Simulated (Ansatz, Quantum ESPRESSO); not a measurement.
# Complex bands of BP, zinc blende type, lattice constant set to 4.615 Å, part 2 of 3

Aim: how fast states decay in the gap of BP, zinc blende type, lattice constant set to 4.615 Å.

Quantum ESPRESSO 7.5; plane-wave DFT, LDA, GBRV ultrasoft pseudopotentials; cross-check by Ansatz 0.2.0 with PAW datasets.

So far. Step 2 (Self-consistent run): The run needed 10 iterations to bring the estimated error under 1e-09 Ry.

### Step 3. Complex bands with pwcond.x

Level of this step: complex band structure by pwcond; plane-wave DFT, LDA, GBRV ultrasoft pseudopotentials (Quantum ESPRESSO).

ikind = 0 solves one period of the crystal for all kz, real and complex, at each energy and k across. ewind and epsproj trim the two-dimensional plane-wave basis; nz1 sets the subslabs.

File cbs.in:

```
&inputcond
  outdir = './out'
  prefixl = 'scf'
  band_file = 'cbs'
  ikind = 0
  ewind = 4.0
  epsproj = 1e-05
  nz1 = 7
  energy0 = 4.93
  denergy = -0.17
/
4
  0.00000000 0.00000000 1.00000000
  0.50000000 0.00000000 1.00000000
  0.50000000 0.50000000 1.00000000
  0.25000000 0.00000000 1.00000000
42
```

The run is started by

```sh
OMP_NUM_THREADS=1 mpirun -n 2 pwcond.x -in cbs.in > cbs.out
```

Log:

```text
[banner, memory and clock lines left out]
Program PWCOND v.7.5 starts

          URL

     ./out/scf.save/

     IMPORTANT: XC functional enforced from input :
     Exchange-correlation= PZ
                           (   1   1   0   0   0   0   0)
     Any further DFT definition will be discarded
     Please, verify this is what you really want

     Reading collected, re-writing distributed wavefunctions

===== INPUT FILE containing the left lead =====

     GEOMETRY:

     lattice parameter (alat)  =       6.1667  a.u.
     the volume                =     331.6513 (a.u.)^3
     the cross section         =      38.0287 (a.u.)^2
     l of the unit cell        =       1.4142 (alat)
     number of atoms/cell      =            4
     number of atomic types    =            2

     crystal axes: (cart. coord. in units of alat)
               a(1) = (  1.0000  0.0000  0.0000 )
               a(2) = (  0.0000  1.0000  0.0000 )
               a(3) = (  0.0000  0.0000  1.4142 )

   Cartesian axes

     site n.     atom                  positions (alat units)
          1        B      tau(  1)=(  0.0000  0.0000  1.4142  )
          2        P      tau(  2)=(  0.5000  0.0000  0.3536  )
          3        B      tau(  3)=(  0.5000  0.5000  0.7071  )
          4        P      tau(  4)=(  0.0000  0.5000  1.0607  )

     nr1s                      =           25
     nr2s                      =           25
     nr3s                      =           36
     nr1sx                     =           25
     nr2sx                     =           25
     nr3sx                     =           36
     nr1                       =           27
     nr2                       =           27
     nr3                       =           40
     nr1x                      =           27
     nr2x                      =           27
     nr3x                      =           40

 _______________________________
  Radii of nonlocal spheres:

     type       ibeta     ang. mom.          radius (alat units)
       B          1         0                    0.2028
       B          2         0                    0.2028
       B          3         1                    0.2028
       B          4         1                    0.2028
       P          1         0                    0.2440
       P          2         0                    0.2440
       P          3         1                    0.2440
       P          4         1                    0.2440
       P          5         2                    0.2440
       P          6         2                    0.2440
----- General information -----

----- Complex band structure calculation -----

     nrx                       =           25
     nry                       =           25
     nz1                       =            7

     energy0               =         4.9E+00
     denergy               =        -1.7E-01
     nenergy               =         42
     ecut2d                =         4.0E+01
     ewind                 =         4.0E+00
     epsproj               =         1.0E-05

     number of k_|| points=    4
                       cryst. coord.
        k(    1) = (   0.0000000   0.0000000), wk =   0.2500000
        k(    2) = (   0.5000000   0.0000000), wk =   0.2500000
        k(    3) = (   0.5000000   0.5000000), wk =   0.2500000
        k(    4) = (   0.2500000   0.0000000), wk =   0.2500000
----- Information about left lead -----

     nocros                   =            8
     noins                    =           44
     norb                     =           60
     norbf                    =           60
     nrz                      =           36

      iorb      type   ibeta   ang. mom.   m       position (alat)
        1        1       1        0        1   taunew(   1)=(  0.0000  0.0000  0.0000)
        2        1       2        0        1   taunew(   2)=(  0.0000  0.0000  0.0000)
        3        1       3        1        1   taunew(   3)=(  0.0000  0.0000  0.0000)
        4        1       3        1        2   taunew(   4)=(  0.0000  0.0000  0.0000)
        5        1       3        1        3   taunew(   5)=(  0.0000  0.0000  0.0000)
        6        1       4        1        1   taunew(   6)=(  0.0000  0.0000  0.0000)
        7        1       4        1        2   taunew(   7)=(  0.0000  0.0000  0.0000)
        8        1       4        1        3   taunew(   8)=(  0.0000  0.0000  0.0000)
        9        2       1        0        1   taunew(   9)=(  0.5000  0.0000  0.3536)
       10        2       2        0        1   taunew(  10)=(  0.5000  0.0000  0.3536)
       11        2       3        1        1   taunew(  11)=(  0.5000  0.0000  0.3536)
       12        2       3        1        2   taunew(  12)=(  0.5000  0.0000  0.3536)
       13        2       3        1        3   taunew(  13)=(  0.5000  0.0000  0.3536)
       14        2       4        1        1   taunew(  14)=(  0.5000  0.0000  0.3536)
       15        2       4        1        2   taunew(  15)=(  0.5000  0.0000  0.3536)
       16        2       4        1        3   taunew(  16)=(  0.5000  0.0000  0.3536)
       17        2       5        2        1   taunew(  17)=(  0.5000  0.0000  0.3536)
       18        2       5        2        2   taunew(  18)=(  0.5000  0.0000  0.3536)
       19        2       5        2        3   taunew(  19)=(  0.5000  0.0000  0.3536)
       20        2       5        2        4   taunew(  20)=(  0.5000  0.0000  0.3536)
       21        2       5        2        5   taunew(  21)=(  0.5000  0.0000  0.3536)
       22        2       6        2        1   taunew(  22)=(  0.5000  0.0000  0.3536)
       23        2       6        2        2   taunew(  23)=(  0.5000  0.0000  0.3536)
       24        2       6        2        3   taunew(  24)=(  0.5000  0.0000  0.3536)
       25        2       6        2        4   taunew(  25)=(  0.5000  0.0000  0.3536)
       26        2       6        2        5   taunew(  26)=(  0.5000  0.0000  0.3536)
       27        1       1        0        1   taunew(  27)=(  0.5000  0.5000  0.7071)
       28        1       2        0        1   taunew(  28)=(  0.5000  0.5000  0.7071)
       29        1       3        1        1   taunew(  29)=(  0.5000  0.5000  0.7071)
       30        1       3        1        2   taunew(  30)=(  0.5000  0.5000  0.7071)
       31        1       3        1        3   taunew(  31)=(  0.5000  0.5000  0.7071)
       32        1       4        1        1   taunew(  32)=(  0.5000  0.5000  0.7071)
       33        1       4        1        2   taunew(  33)=(  0.5000  0.5000  0.7071)
       34        1       4        1        3   taunew(  34)=(  0.5000  0.5000  0.7071)
       35        2       1        0        1   taunew(  35)=(  0.0000  0.5000  1.0607)
       36        2       2        0        1   taunew(  36)=(  0.0000  0.5000  1.0607)
       37        2       3        1        1   taunew(  37)=(  0.0000  0.5000  1.0607)
       38        2       3        1        2   taunew(  38)=(  0.0000  0.5000  1.0607)
       39        2       3        1        3   taunew(  39)=(  0.0000  0.5000  1.0607)
       40        2       4        1        1   taunew(  40)=(  0.0000  0.5000  1.0607)
       41        2       4        1        2   taunew(  41)=(  0.0000  0.5000  1.0607)
       42        2       4        1        3   taunew(  42)=(  0.0000  0.5000  1.0607)
       43        2       5        2        1   taunew(  43)=(  0.0000  0.5000  1.0607)
       44        2       5        2        2   taunew(  44)=(  0.0000  0.5000  1.0607)
       45        2       5        2        3   taunew(  45)=(  0.0000  0.5000  1.0607)
       46        2       5        2        4   taunew(  46)=(  0.0000  0.5000  1.0607)
       47        2       5        2        5   taunew(  47)=(  0.0000  0.5000  1.0607)
       48        2       6        2        1   taunew(  48)=(  0.0000  0.5000  1.0607)
       49        2       6        2        2   taunew(  49)=(  0.0000  0.5000  1.0607)
       50        2       6        2        3   taunew(  50)=(  0.0000  0.5000  1.0607)
       51        2       6        2        4   taunew(  51)=(  0.0000  0.5000  1.0607)
       52        2       6        2        5   taunew(  52)=(  0.0000  0.5000  1.0607)
       53        1       1        0        1   taunew(  53)=(  0.0000  0.0000  1.4142)
       54        1       2        0        1   taunew(  54)=(  0.0000  0.0000  1.4142)
       55        1       3        1        1   taunew(  55)=(  0.0000  0.0000  1.4142)
       56        1       3        1        2   taunew(  56)=(  0.0000  0.0000  1.4142)
       57        1       3        1        3   taunew(  57)=(  0.0000  0.0000  1.4142)
       58        1       4        1        1   taunew(  58)=(  0.0000  0.0000  1.4142)
       59        1       4        1        2   taunew(  59)=(  0.0000  0.0000  1.4142)
       60        1       4        1        3   taunew(  60)=(  0.0000  0.0000  1.4142)
    k slab    z(k)  z(k+1)     crossing(iorb=1,norb)
    1   0.0000 0.0393 0.0393   111111110000000000000000000000000000000000000000000000000000
    2   0.0393 0.0786 0.0393   111111110000000000000000000000000000000000000000000000000000
    3   0.0786 0.1179 0.0393   111111111111111111111111110000000000000000000000000000000000
    4   0.1179 0.1571 0.0393   111111111111111111111111110000000000000000000000000000000000
    5   0.1571 0.1964 0.0393   111111111111111111111111110000000000000000000000000000000000
    6   0.1964 0.2357 0.0393   111111111111111111111111110000000000000000000000000000000000
    7   0.2357 0.2750 0.0393   000000001111111111111111110000000000000000000000000000000000
    8   0.2750 0.3143 0.0393   000000001111111111111111110000000000000000000000000000000000
    9   0.3143 0.3536 0.0393   000000001111111111111111110000000000000000000000000000000000
   10   0.3536 0.3928 0.0393   000000001111111111111111110000000000000000000000000000000000
   11   0.3928 0.4321 0.0393   000000001111111111111111110000000000000000000000000000000000
   12   0.4321 0.4714 0.0393   000000001111111111111111110000000000000000000000000000000000
   13   0.4714 0.5107 0.0393   000000001111111111111111111111111100000000000000000000000000
   14   0.5107 0.5500 0.0393   000000001111111111111111111111111100000000000000000000000000
   15   0.5500 0.5893 0.0393   000000001111111111111111111111111100000000000000000000000000
   16   0.5893 0.6285 0.0393   000000001111111111111111111111111100000000000000000000000000
   17   0.6285 0.6678 0.0393   000000000000000000000000001111111100000000000000000000000000
   18   0.6678 0.7071 0.0393   000000000000000000000000001111111100000000000000000000000000
   19   0.7071 0.7464 0.0393   000000000000000000000000001111111100000000000000000000000000
   20   0.7464 0.7857 0.0393   000000000000000000000000001111111100000000000000000000000000
   21   0.7857 0.8250 0.0393   000000000000000000000000001111111111111111111111111100000000
   22   0.8250 0.8642 0.0393   000000000000000000000000001111111111111111111111111100000000
   23   0.8642 0.9035 0.0393   000000000000000000000000001111111111111111111111111100000000
   24   0.9035 0.9428 0.0393   000000000000000000000000001111111111111111111111111100000000
   25   0.9428 0.9821 0.0393   000000000000000000000000000000000011111111111111111100000000
   26   0.9821 1.0214 0.0393   000000000000000000000000000000000011111111111111111100000000
   27   1.0214 1.0607 0.0393   000000000000000000000000000000000011111111111111111100000000
   28   1.0607 1.0999 0.0393   000000000000000000000000000000000011111111111111111100000000
   29   1.0999 1.1392 0.0393   000000000000000000000000000000000011111111111111111100000000
   30   1.1392 1.1785 0.0393   000000000000000000000000000000000011111111111111111100000000
   31   1.1785 1.2178 0.0393   000000000000000000000000000000000011111111111111111111111111
   32   1.2178 1.2571 0.0393   000000000000000000000000000000000011111111111111111111111111
   33   1.2571 1.2964 0.0393   000000000000000000000000000000000011111111111111111111111111
   34   1.2964 1.3356 0.0393   000000000000000000000000000000000011111111111111111111111111
   35   1.3356 1.3749 0.0393   000000000000000000000000000000000000000000000000000011111111
   36   1.3749 1.4142 0.0393   000000000000000000000000000000000000000000000000000011111111
 ngper, shell number =          121          20
 ngper, n2d =          121         102
---  E-Ef =    4.9300000  k =    0.0000000   0.0000000
---  ie =          1  ik =          1
 Nchannels of the left tip =            3
 Right moving states:
   k1(2pi/a)   k2(2pi/a)   E-Ef (eV)
   0.2635989  -0.0000000   4.9300000
   0.2636127   0.0000000   4.9300000
  -0.4899430   0.0000000   4.9300000
 Left moving states:
   k1(2pi/a)   k2(2pi/a)   E-Ef (eV)
  -0.2635982   0.0000000   4.9300000
  -0.2635982   0.0000000   4.9300000
   0.4899440   0.0000000   4.9300000

---  E-Ef =    4.7600000  k =    0.0000000   0.0000000
---  ie =          2  ik =          1
 Nchannels of the left tip =            3
 Right moving states:
   k1(2pi/a)   k2(2pi/a)   E-Ef (eV)
   0.2457009  -0.0000000   4.7600000
   0.2457146   0.0000000   4.7600000
   0.4940413   0.0000000   4.7600000
 Left moving states:
   k1(2pi/a)   k2(2pi/a)   E-Ef (eV)
  -0.2457002   0.0000000   4.7600000
  -0.2457002   0.0000000   4.7600000
  -0.4940402   0.0000000   4.7600000
[... further energies and points left out ...]
---  E-Ef =   -1.8700000  k =    0.2500000   0.0000000
---  ie =         41  ik =          4
 Nchannels of the left tip =            3
 Right moving states:
   k1(2pi/a)   k2(2pi/a)   E-Ef (eV)
   0.0735882   0.0000000  -1.8700000
  -0.4254931   0.0000000  -1.8700000
  -0.4563704  -0.0000000  -1.8700000
 Left moving states:
   k1(2pi/a)   k2(2pi/a)   E-Ef (eV)
  -0.0735876   0.0000000  -1.8700000
   0.4254952   0.0000000  -1.8700000
   0.4563700  -0.0000000  -1.8700000

---  E-Ef =   -2.0400000  k =    0.2500000   0.0000000
---  ie =         42  ik =          4
 Nchannels of the left tip =            3
 Right moving states:
   k1(2pi/a)   k2(2pi/a)   E-Ef (eV)
   0.0443601   0.0000000  -2.0400000
  -0.4634697   0.0000000  -2.0400000
  -0.4776210  -0.0000000  -2.0400000
 Left moving states:
   k1(2pi/a)   k2(2pi/a)   E-Ef (eV)
  -0.0443596   0.0000000  -2.0400000
   0.4634717  -0.0000000  -2.0400000
   0.4776206  -0.0000000  -2.0400000

Note: The following floating-point exceptions are signalling: IEEE_UNDERFLOW_FLAG IEEE_DENORMAL
Note: The following floating-point exceptions are signalling: IEEE_UNDERFLOW_FLAG IEEE_DENORMAL
```

It took 69 s on 2 MPI ranks of AMD EPYC 7B13 (Zen 3), shared host; peak memory 0.14 GiB.

This step gave:

```
peak of the smallest κ at the zone centre : 0.212 Å⁻¹
energy of the peak at the zone centre     : 1.02 eV
peak of the smallest κ at (1/2, 0)        : 0.291 Å⁻¹
peak of the smallest κ at (1/4, 0)        : 0.291 Å⁻¹
```

K across = (0, 0) in the cell's reciprocal vectors; values within 0.0025 1/Å of each other count once, columns are sorted by size at each energy, a dash where no further value was kept. Table of Im kz of the slowest decaying states by energy, zero at the highest filled level of the SCF mesh:

```csv
energy (eV),decay 1 (Å⁻¹),decay 2 (Å⁻¹),decay 3 (Å⁻¹)
-2.04,0.972,1.94,1.97
-1.70,0.92,1.91,1.95
-1.36,0.866,1.89,1.93
-1.02,0.809,1.86,1.90
-0.68,0.746,1.84,1.88
-0.34,0.678,1.81,1.85
0.00,0.006,0.013,0.603
0.34,0.143,0.165,0.515
0.68,0.188,0.228,0.409
1.02,0.212,0.259,0.272
1.36,0.223,0.305,1.69
1.53,0.043,0.224,0.319
1.87,0.221,0.343,1.65
2.21,0.207,0.363,1.62
2.55,0.183,0.379,1.59
2.89,0.143,0.392,1.57
3.23,0.062,0.405,1.54
3.57,0.184,0.418,1.51
3.91,0.251,0.433,1.48
4.25,0.282,0.449,1.45
4.59,0.292,0.465,1.43
4.93,0.289,0.478,1.40
```

K across = (0, 0) in the cell's reciprocal vectors. The Re kz of states that move upwards by energy, zero at the highest filled level of the SCF mesh:

```csv
energy (eV),channel 1 (Å⁻¹),channel 2 (Å⁻¹),channel 3 (Å⁻¹)
-2.04,-0.542,-0.542,-0.470
-1.70,-0.466,-0.466,-0.421
-1.36,-0.392,-0.392,-0.369
-1.02,-0.320,-0.320,-0.313
-0.68,-0.250,-0.246,-0.246
-0.34,-0.172,-0.163,-0.163
0.00,-,-,-
0.34,-,-,-
0.68,-,-,-
1.02,-,-,-
1.36,-0.0503,0.447,-
1.53,0.561,-,-
1.87,-0.640,0.147,-
2.21,-0.511,0.245,-
2.55,-0.391,0.323,-
2.89,-0.268,0.391,-
3.23,-0.102,0.451,-
3.57,0.127,0.127,0.506
3.91,0.199,0.199,0.557
4.25,0.257,0.257,0.605
4.59,0.310,0.310,0.650
4.93,-0.667,0.359,0.359
```

K across = (1/2, 0) in the cell's reciprocal vectors; values within 0.0025 1/Å of each other count once, columns are sorted by size at each energy, a dash where no further value was kept. Table of Im kz of the slowest decaying states by energy, zero at the highest filled level of the SCF mesh:

```csv
energy (eV),decay 1 (Å⁻¹),decay 2 (Å⁻¹),decay 3 (Å⁻¹)
-2.04,0.425,1.35,2.27
-1.70,1.31,2.25,-
-1.36,0.139,0.46,1.27
-1.02,0.191,0.561,1.23
-0.68,0.226,0.611,1.19
-0.34,0.251,0.637,1.15
0.00,0.269,0.649,1.1
0.34,0.282,0.652,1.05
0.68,0.289,0.648,1.00
1.02,0.291,0.637,0.952
1.36,0.289,0.622,0.897
1.53,0.286,0.613,0.868
1.87,0.277,0.591,0.807
2.21,0.26,0.565,0.741
2.55,0.236,0.533,0.666
2.89,0.2,0.497,0.578
3.23,0.139,0.453,0.466
3.57,0.288,0.401,1.86
3.91,0.097,0.336,1.84
4.25,0.183,0.248,1.81
4.59,0.081,0.138,1.78
4.93,0.319,1.75,2.58
```

K across = (1/2, 1/2) in the cell's reciprocal vectors; values within 0.0025 1/Å of each other count once, columns are sorted by size at each energy, a dash where no further value was kept. The Im kz of the slowest decaying states by energy, zero at the highest filled level of the SCF mesh:

```csv
energy (eV),decay 1 (Å⁻¹),decay 2 (Å⁻¹),decay 3 (Å⁻¹)
-2.04,0.32,2.21,2.39
-1.87,0.322,2.20,2.38
-1.70,0.324,2.19,2.37
-1.53,0.324,2.18,2.36
-1.36,0.323,2.17,2.35
-1.02,0.318,2.15,2.33
-0.85,0.313,2.14,2.32
-0.68,0.307,2.13,2.31
-0.51,0.3,2.12,2.30
-0.34,0.291,0.294,2.10
-0.17,0.281,0.285,2.09
0.00,0.27,0.275,2.08
0.17,0.257,0.264,2.07
0.34,0.242,0.251,2.06
0.68,0.204,0.219,2.04
0.85,0.181,0.2,2.02
1.02,0.151,0.177,2.01
1.19,0.112,0.149,2
1.36,0.043,0.114,1.99
1.53,0.055,1.98,2.19
1.70,1.96,2.18,2.27
1.87,1.95,2.17,2.25
2.04,1.94,2.16,2.24
2.21,1.93,2.15,2.23
2.55,1.90,2.12,2.21
2.72,1.89,2.11,2.19
2.89,1.88,2.10,2.18
3.06,1.86,2.09,2.17
3.23,1.85,2.08,2.16
3.40,1.84,2.07,2.15
3.57,1.82,2.06,2.13
3.74,1.81,2.05,2.12
3.91,1.80,2.04,2.11
4.25,1.77,2.02,2.08
4.42,1.75,2.00,2.07
4.59,1.74,1.99,2.06
4.76,1.73,1.98,2.05
4.93,1.71,1.97,2.03
```

K across = (1/4, 0) in the cell's reciprocal vectors; values within 0.0025 1/Å of each other count once, columns are sorted by size at each energy, a dash where no further value was kept. The Im kz of the slowest decaying states by energy, zero at the highest filled level of the SCF mesh:

```csv
energy (eV),decay 1 (Å⁻¹),decay 2 (Å⁻¹),decay 3 (Å⁻¹)
-2.04,1.08,1.43,1.58
-1.87,1.06,1.42,1.57
-1.53,1.01,1.38,1.53
-1.36,0.991,1.36,1.51
-1.02,0.051,0.942,1.33
-0.85,0.117,0.916,1.31
-0.68,0.154,0.89,1.29
-0.34,0.114,0.204,0.835
-0.17,0.19,0.222,0.806
0.00,0.238,0.776,1.22
0.17,0.25,0.275,0.745
0.34,0.261,0.304,0.713
0.68,0.277,0.347,0.643
0.85,0.282,0.363,0.605
1.02,0.286,0.376,0.565
1.36,0.29,0.395,0.472
1.53,0.291,0.401,0.417
1.87,0.273,0.286,0.406
2.04,0.154,0.282,0.406
2.21,0.277,0.403,0.947
2.55,0.26,0.391,0.903
2.72,0.248,0.38,0.881
3.06,0.217,0.349,0.839
3.23,0.195,0.326,0.818
3.57,0.121,0.261,0.778
3.74,0.212,0.76,0.784
3.91,0.091,0.138,0.742
4.25,0.007,0.103,0.674
4.42,0.069,0.113,0.634
4.76,0.163,0.546,0.665
4.93,0.151,0.497,0.652
```

The program's own clock; routines nest. Time by routine:

```csv
routine,wall time (s),calls
PWCOND,68.04,1
scatter_forw,43.21,168
compbs,23.54,168
compbs_2,22.38,168
init,0.64,1
local,0.61,4
poten,0.18,1
```

(Part 2 of 3 ends here.)

[Logs are printed without paths, hosts, clocks, repeated set-up lines and the standing remarks that a program may print on its own settings, such as how far it seeks lower states.]

[Hosts, paths, dates, database ids (printed as entryN), source tags and the programs' standing remarks are cut or masked in the printed files.]

[Maps of the electrostatic potential energy from Ansatz leave out the sawtooth potential of an applied field or a dipole correction, so their vacuum need not be flat; planar profiles and work functions include it.]
